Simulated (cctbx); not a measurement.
# Reading a Patterson map

Space group I4/m (no. 87), a = 11.6540 Å, b = 11.6540 Å, c = 10.6890 Å, α = 90.00°, β = 90.00°, γ = 90.00°, content Hg22 Rb10 Mg16.

The data are simulated with cctbx, not measured: synchrotron X-rays, λ = 0.6889 Å, to d = 0.77 Å, 50 % of the full sphere, strongest reflection 5000 counts, noise from counting, a 2 % proportional error and a noise floor of 2 counts (s.d.); no absorption, some extinction.

Patterson synthesis, origin scaled to 1000:

```text
Patterson group I 4/m
      u       v       w   height  length (A)
  0.000   0.000   0.000   1000.0     0.00
  0.091   0.695   0.500    422.7     6.50
  0.000   0.000   0.282    321.6     3.01
  0.000   0.500   0.250    227.4     6.41
  0.000   0.000   0.500    203.4     5.34
  0.091   0.697   0.218    189.0     4.36
  0.112   0.201   0.390    172.3     4.96
  0.112   0.200   0.109    171.9     2.92
  0.112   0.700   0.358    136.5     5.34
  0.000   0.000   0.362    136.2     3.86
  0.097   0.708   0.139    130.3     3.88
  0.117   0.176   0.244     61.8     3.59
  0.117   0.673   0.000     47.2     4.05
  0.002   0.092   0.037     24.3     1.14
```

Q: Assign the vectors.

A peak at u stands for all pairs with xi − xj = u, with weight Σ ZiZj against Σ Z² = 156794 at the origin. Peak heights follow these weights only roughly, since form factors, motion and series ripples differ, all vectors within 0.55 Å of a peak are counted as merged into it though the farther ones add only part of their weight, and F(000) is left out, which lowers the whole map:

| u | v | w | shortest length (Å) | height | 1000 ΣZiZj/ΣZ² | pairs in the cell |
| --- | --- | --- | --- | --- | --- | --- |
| 0.091 | 0.695 | 0.500 | 5.28 | 423 | 609 | 12 × Hg–Hg, 8 × Rb–Rb, 8 × Hg–Mg |
| 0.000 | 0.000 | 0.282 | 3.01 | 322 | 327 | 8 × Hg–Hg |
| 0.000 | 0.500 | 0.250 | 6.41 | 227 | 239 | 4 × Hg–Hg, 4 × Hg–Rb |
| 0.000 | 0.000 | 0.500 | 5.34 | 203 | 239 | 4 × Hg–Hg, 4 × Hg–Rb |
| 0.091 | 0.697 | 0.218 | 4.36 | 189 | 245 | 6 × Hg–Hg |
| 0.112 | 0.201 | 0.390 | 4.96 | 172 | 212 | 4 × Hg–Hg, 8 × Hg–Mg |
| 0.112 | 0.200 | 0.109 | 2.91 | 172 | 212 | 4 × Hg–Hg, 8 × Hg–Mg |
| 0.112 | 0.700 | 0.358 | 5.31 | 136 | 163 | 4 × Hg–Hg |
| 0.000 | 0.000 | 0.362 | 3.87 | 136 | 302 | 16 × Hg–Rb |
| 0.097 | 0.708 | 0.139 | 3.88 | 130 | 302 | 16 × Hg–Rb |

The table stops at ten peaks or at a height of 45, below which ripples compete. In the model behind the data Hg, the heaviest element, has 3 independent sites: (0, 0, 0), (1/2, 0, 1/4) and (0.6118, 0.2009, 0.8591), up to an allowed shift of origin; the Hg–Hg vectors are differences of these positions and their symmetry mates. The whole model:

```
atom  mult.       x       y       z  Ueq (Å²)
 Hg1      2       0       0       0    0.0040
 Hg2      4     1/2       0     1/4    0.0045
 Hg3     16  0.6118  0.2009  0.8591    0.0040
 Rb1      2       0       0     1/2    0.0060
 Rb2      8  0.1181  0.6755       0    0.0070
 Mg1     16  0.3314  0.5782  0.2809    0.0085
```

The model is made up (kin elements in a known structure type, no relaxation), so it says nothing on whether the phase exists.

[Logs are printed without paths, hosts, clocks, repeated set-up lines and the standing remarks that a program may print on its own settings, such as how far it seeks lower states.]
